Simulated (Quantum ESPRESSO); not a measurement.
## NaF (Villiaumite): phonon frequency against volume, with a fit

Aim: the Grüneisen parameter and the pressure coefficient of an optical mode of NaF (Villiaumite).

Main program and level: Quantum ESPRESSO 7.5; DFT LDA, scalar-relativistic, plane waves, GBRV ultrasoft pseudopotentials.

### 1. Set-up

It takes space group Fm-3m (No. 225, cubic). Conventional cell: a = 4.523 Å, b = 4.523 Å, c = 4.523 Å, α = 90.00°, β = 90.00°, γ = 90.00°. Nearest to Na lie 6 F at 2.26 Å. F has 6 Na at 2.26 Å nearest. Farther neighbours and most contacts between anions are not listed.

Coordinates:

```
CELL_PARAMETERS angstrom
-2.26143 0.00000 2.26143
0.00000 2.26143 2.26143
-2.26143 2.26143 0.00000
ATOMIC_POSITIONS crystal
Na 0.00000 0.00000 0.00000
F 0.50000 0.50000 0.50000
```

This is the cell after its relaxation at this level of theory, not the database cell from which that began.

### 2. Runs at several volumes

The relaxed cell is scaled uniformly; in this structure symmetry fixes all atoms, so nothing has to be relaxed anew. Each volume gets a ground state and a response at Γ. The mode followed is the highest one without the macroscopic field, of symmetry T1u; longitudinal polar modes lie higher. Cutoff 55 Ry, k mesh 8×8×8.

From the response at V/V₀ = 0.94:

Output:

```text
[banners, grids, parts of the stress and lines that vanish by symmetry left out]
Program PHONON v.7.5
     Reading xml data from directory:

[...]
Exchange-correlation= PZ
                           (   1   1   0   0   0   0   0)
[...]
kinetic-energy cut-off    =      55.0000  Ry
     charge density cut-off    =     440.0000  Ry
     convergence threshold     =      1.0E-18
[...]
Exchange-correlation= PZ
                           (   1   1   0   0   0   0   0)
[...]
q = (   0.0000000   0.0000000   0.0000000 )
     49 Sym.Ops. (with q -> -q+G )
     G cutoff =  781.2708  (  22995 G-vectors)     FFT grid: ( 40, 40, 40)
     G cutoff =  390.6354  (   7991 G-vectors)  smooth grid: ( 27, 27, 27)
     number of k points=    29
[...]
Mode symmetry, O_h (m-3m)  point group:
[...]
Dielectric constant
[...]
End of electric fields calculation
          Dielectric constant in cartesian axis
          (       1.940674546      -0.000000000      -0.000000000 )
          (      -0.000000000       1.940674546       0.000000000 )
          (      -0.000000000       0.000000000       1.940674546 )
          Effective charges (d Force / dE) in cartesian axis without acoustic sum rule applied (asr)
           atom    1  Na    Mean Z*:        0.99085
      Ex  (        0.99085       -0.00000       -0.00000 )
      Ey  (        0.00000        0.99085       -0.00000 )
      Ez  (       -0.00000       -0.00000        0.99085 )
           atom    2  F     Mean Z*:       -0.98567
      Ex  (       -0.98567       -0.00000        0.00000 )
      Ey  (       -0.00000       -0.98567       -0.00000 )
      Ez  (        0.00000       -0.00000       -0.98567 )
          Effective charges Sum: Mean:        0.00518
[...]
Effective charges (d Force / dE) in cartesian axis with asr applied:
           atom    1  Na    Mean Z*:        0.98826
[...]
atom    2  F     Mean Z*:       -0.98826
[...]
Representation #   1 modes #   1   2   3
[...]
End of self-consistent calculation
     Convergence has been achieved
     Representation #   2 modes #   4   5   6
[...]
End of self-consistent calculation
     Convergence has been achieved
[...]
Dielectric constant in cartesian axis
          (       1.940674546      -0.000000000      -0.000000000 )
          (      -0.000000000       1.940674546       0.000000000 )
          (      -0.000000000       0.000000000       1.940674546 )
          Effective charges (d Force / dE) in cartesian axis without acoustic sum rule applied (asr)
           atom    1  Na    Mean Z*:        0.99085
      Ex  (        0.99085       -0.00000       -0.00000 )
      Ey  (        0.00000        0.99085       -0.00000 )
      Ez  (       -0.00000       -0.00000        0.99085 )
           atom    2  F     Mean Z*:       -0.98567
      Ex  (       -0.98567       -0.00000        0.00000 )
      Ey  (       -0.00000       -0.98567       -0.00000 )
      Ez  (        0.00000       -0.00000       -0.98567 )
          Effective charges Sum: Mean:        0.00518
[...]
Effective charges (d Force / dE) in cartesian axis with asr applied:
           atom    1  Na    Mean Z*:        0.98826
[...]
atom    2  F     Mean Z*:       -0.98826
[...]
q = (    0.000000000   0.000000000   0.000000000 )
[...]
freq (    1) =      -0.281827 [THz] =      -9.400731 [cm-1]
     freq (    2) =      -0.281827 [THz] =      -9.400731 [cm-1]
     freq (    3) =      -0.281827 [THz] =      -9.400731 [cm-1]
     freq (    4) =       9.553933 [THz] =     318.684886 [cm-1]
     freq (    5) =       9.553933 [THz] =     318.684886 [cm-1]
     freq (    6) =       9.553933 [THz] =     318.684886 [cm-1]
[...]
Mode symmetry, O_h (m-3m)  point group:
     freq (   1-   3) =         -9.4  [cm-1]   --> T_1u G_15  G_4- I
     freq (   4-   6) =        318.7  [cm-1]   --> T_1u G_15  G_4- I

   JOB DONE.
```

One volume, V/V₀ = 0.97, is held back as a test.

```tsv
V/V₀	volume (Å³/atom)	pressure (GPa)	ω (cm⁻¹)
0.94	10.871	4.45	318.68
0.97	11.218	2.06	held back
1	11.565	0.04	277.30
1.03	11.912	-1.65	258.36
1.06	12.259	-3.08	240.12
```

### 3. The fit

The mode Grüneisen parameter is γ = −d ln ω / d ln V.

```tsv
ln(V/V₀)	ln ω
-0.0619	5.7642
0.0000	5.6251
0.0296	5.5544
0.0583	5.4811
```

A straight line through these points has the slope -2.345, so γ = 2.35; at V/V₀ = 0.97 it predicts ω = exp(5.6214 + 0.0714) = 296.74 cm⁻¹.

A parabola of pressure against ln V through V/V₀ = 0.97, 1 and 1.03 gives the bulk modulus B = −dP/d ln V = 62 GPa at V₀. With ω₀ from the fitted line the pressure coefficient follows as dω/dP = γ ω₀ / B = 2.35 × 276.3 / 62 = 10.5 cm⁻¹/GPa.

### 4. The run that was held back

Output:

```text
[banners, grids, parts of the stress and lines that vanish by symmetry left out]
[banner, memory and clock lines left out]
Program PHONON v.7.5

[...]
Exchange-correlation= PZ
                           (   1   1   0   0   0   0   0)
[...]
kinetic-energy cut-off    =      55.0000  Ry
     charge density cut-off    =     440.0000  Ry
     convergence threshold     =      1.0E-18
[...]
Exchange-correlation= PZ
                           (   1   1   0   0   0   0   0)
[...]
q = (   0.0000000   0.0000000   0.0000000 )
     49 Sym.Ops. (with q -> -q+G )
     G cutoff =  797.8064  (  23505 G-vectors)     FFT grid: ( 40, 40, 40)
     G cutoff =  398.9032  (   8363 G-vectors)  smooth grid: ( 30, 30, 30)
     number of k points=    29
[...]
Mode symmetry, O_h (m-3m)  point group:
[...]
Dielectric constant
[...]
End of electric fields calculation
          Dielectric constant in cartesian axis
          (       1.933727775      -0.000000000       0.000000000 )
          (      -0.000000000       1.933727775      -0.000000000 )
          (       0.000000000      -0.000000000       1.933727775 )
          Effective charges (d Force / dE) in cartesian axis without acoustic sum rule applied (asr)
           atom    1  Na    Mean Z*:        0.99608
      Ex  (        0.99608        0.00000        0.00000 )
      Ey  (        0.00000        0.99608       -0.00000 )
      Ez  (        0.00000       -0.00000        0.99608 )
           atom    2  F     Mean Z*:       -0.99100
      Ex  (       -0.99100        0.00000       -0.00000 )
[...]
Representation #   1 modes #   1   2   3
[...]
End of self-consistent calculation
     Convergence has been achieved
     Representation #   2 modes #   4   5   6
[...]
End of self-consistent calculation
     Convergence has been achieved
[...]
Dielectric constant in cartesian axis
          (       1.933727775      -0.000000000       0.000000000 )
          (      -0.000000000       1.933727775      -0.000000000 )
          (       0.000000000      -0.000000000       1.933727775 )
          Effective charges (d Force / dE) in cartesian axis without acoustic sum rule applied (asr)
           atom    1  Na    Mean Z*:        0.99608
      Ex  (        0.99608        0.00000        0.00000 )
      Ey  (        0.00000        0.99608       -0.00000 )
      Ez  (        0.00000       -0.00000        0.99608 )
           atom    2  F     Mean Z*:       -0.99100
      Ex  (       -0.99100        0.00000       -0.00000 )
      Ey  (        0.00000       -0.99100        0.00000 )
      Ez  (       -0.00000        0.00000       -0.99100 )
          Effective charges Sum: Mean:        0.00508
[...]
Effective charges (d Force / dE) in cartesian axis with asr applied:
           atom    1  Na    Mean Z*:        0.99354
[...]
atom    2  F     Mean Z*:       -0.99354
[...]
q = (    0.000000000   0.000000000   0.000000000 )
[...]
freq (    1) =      -0.369357 [THz] =     -12.320435 [cm-1]
     freq (    2) =      -0.369357 [THz] =     -12.320435 [cm-1]
     freq (    3) =      -0.369357 [THz] =     -12.320435 [cm-1]
     freq (    4) =       8.916214 [THz] =     297.412896 [cm-1]
     freq (    5) =       8.916214 [THz] =     297.412896 [cm-1]
     freq (    6) =       8.916214 [THz] =     297.412896 [cm-1]
[...]
Mode symmetry, O_h (m-3m)  point group:
     freq (   1-   3) =        -12.3  [cm-1]   --> T_1u G_15  G_4- I
     freq (   4-   6) =        297.4  [cm-1]   --> T_1u G_15  G_4- I
```

It gives 297.41 cm⁻¹ against the predicted 296.74 cm⁻¹, a miss of 0.7 cm⁻¹.

### 5. Summary of results

| Item | Value |
| --- | --- |
| mode Grüneisen parameter | 2.345 |
| bulk modulus | 61.6 GPa |
| pressure coefficient | 10.5 cm⁻¹/GPa |

The highest optical mode of NaF (Villiaumite) without the LO-TO term stiffens by 10.5 cm⁻¹ a GPa near the relaxed volume, with γ = 2.35. The power law meets all 5 runs within 0.37 %; between neighbouring volumes γ runs from 2.20 to 2.55. Such a coefficient turns a measured shift of this mode into a hydrostatic stress; uniaxial or biaxial stress splits the mode and needs deformation potentials. The acoustic modes of the response miss zero by 14 cm⁻¹, a numerical error that can touch the optical modes as well. These are harmonic values at zero temperature for the structure held cubic, which a run at Γ can't show to be stable; the bulk modulus rests on three points.

[Host names and launcher messages were left out of these logs when they were recorded.]

[Logs are printed without paths, hosts, clocks, repeated set-up lines and the standing remarks that a program may print on its own settings, such as how far it seeks lower states.]

[Hosts, paths, dates, database ids (printed as entryN), source tags and the programs' standing remarks are cut or masked in the printed files.]
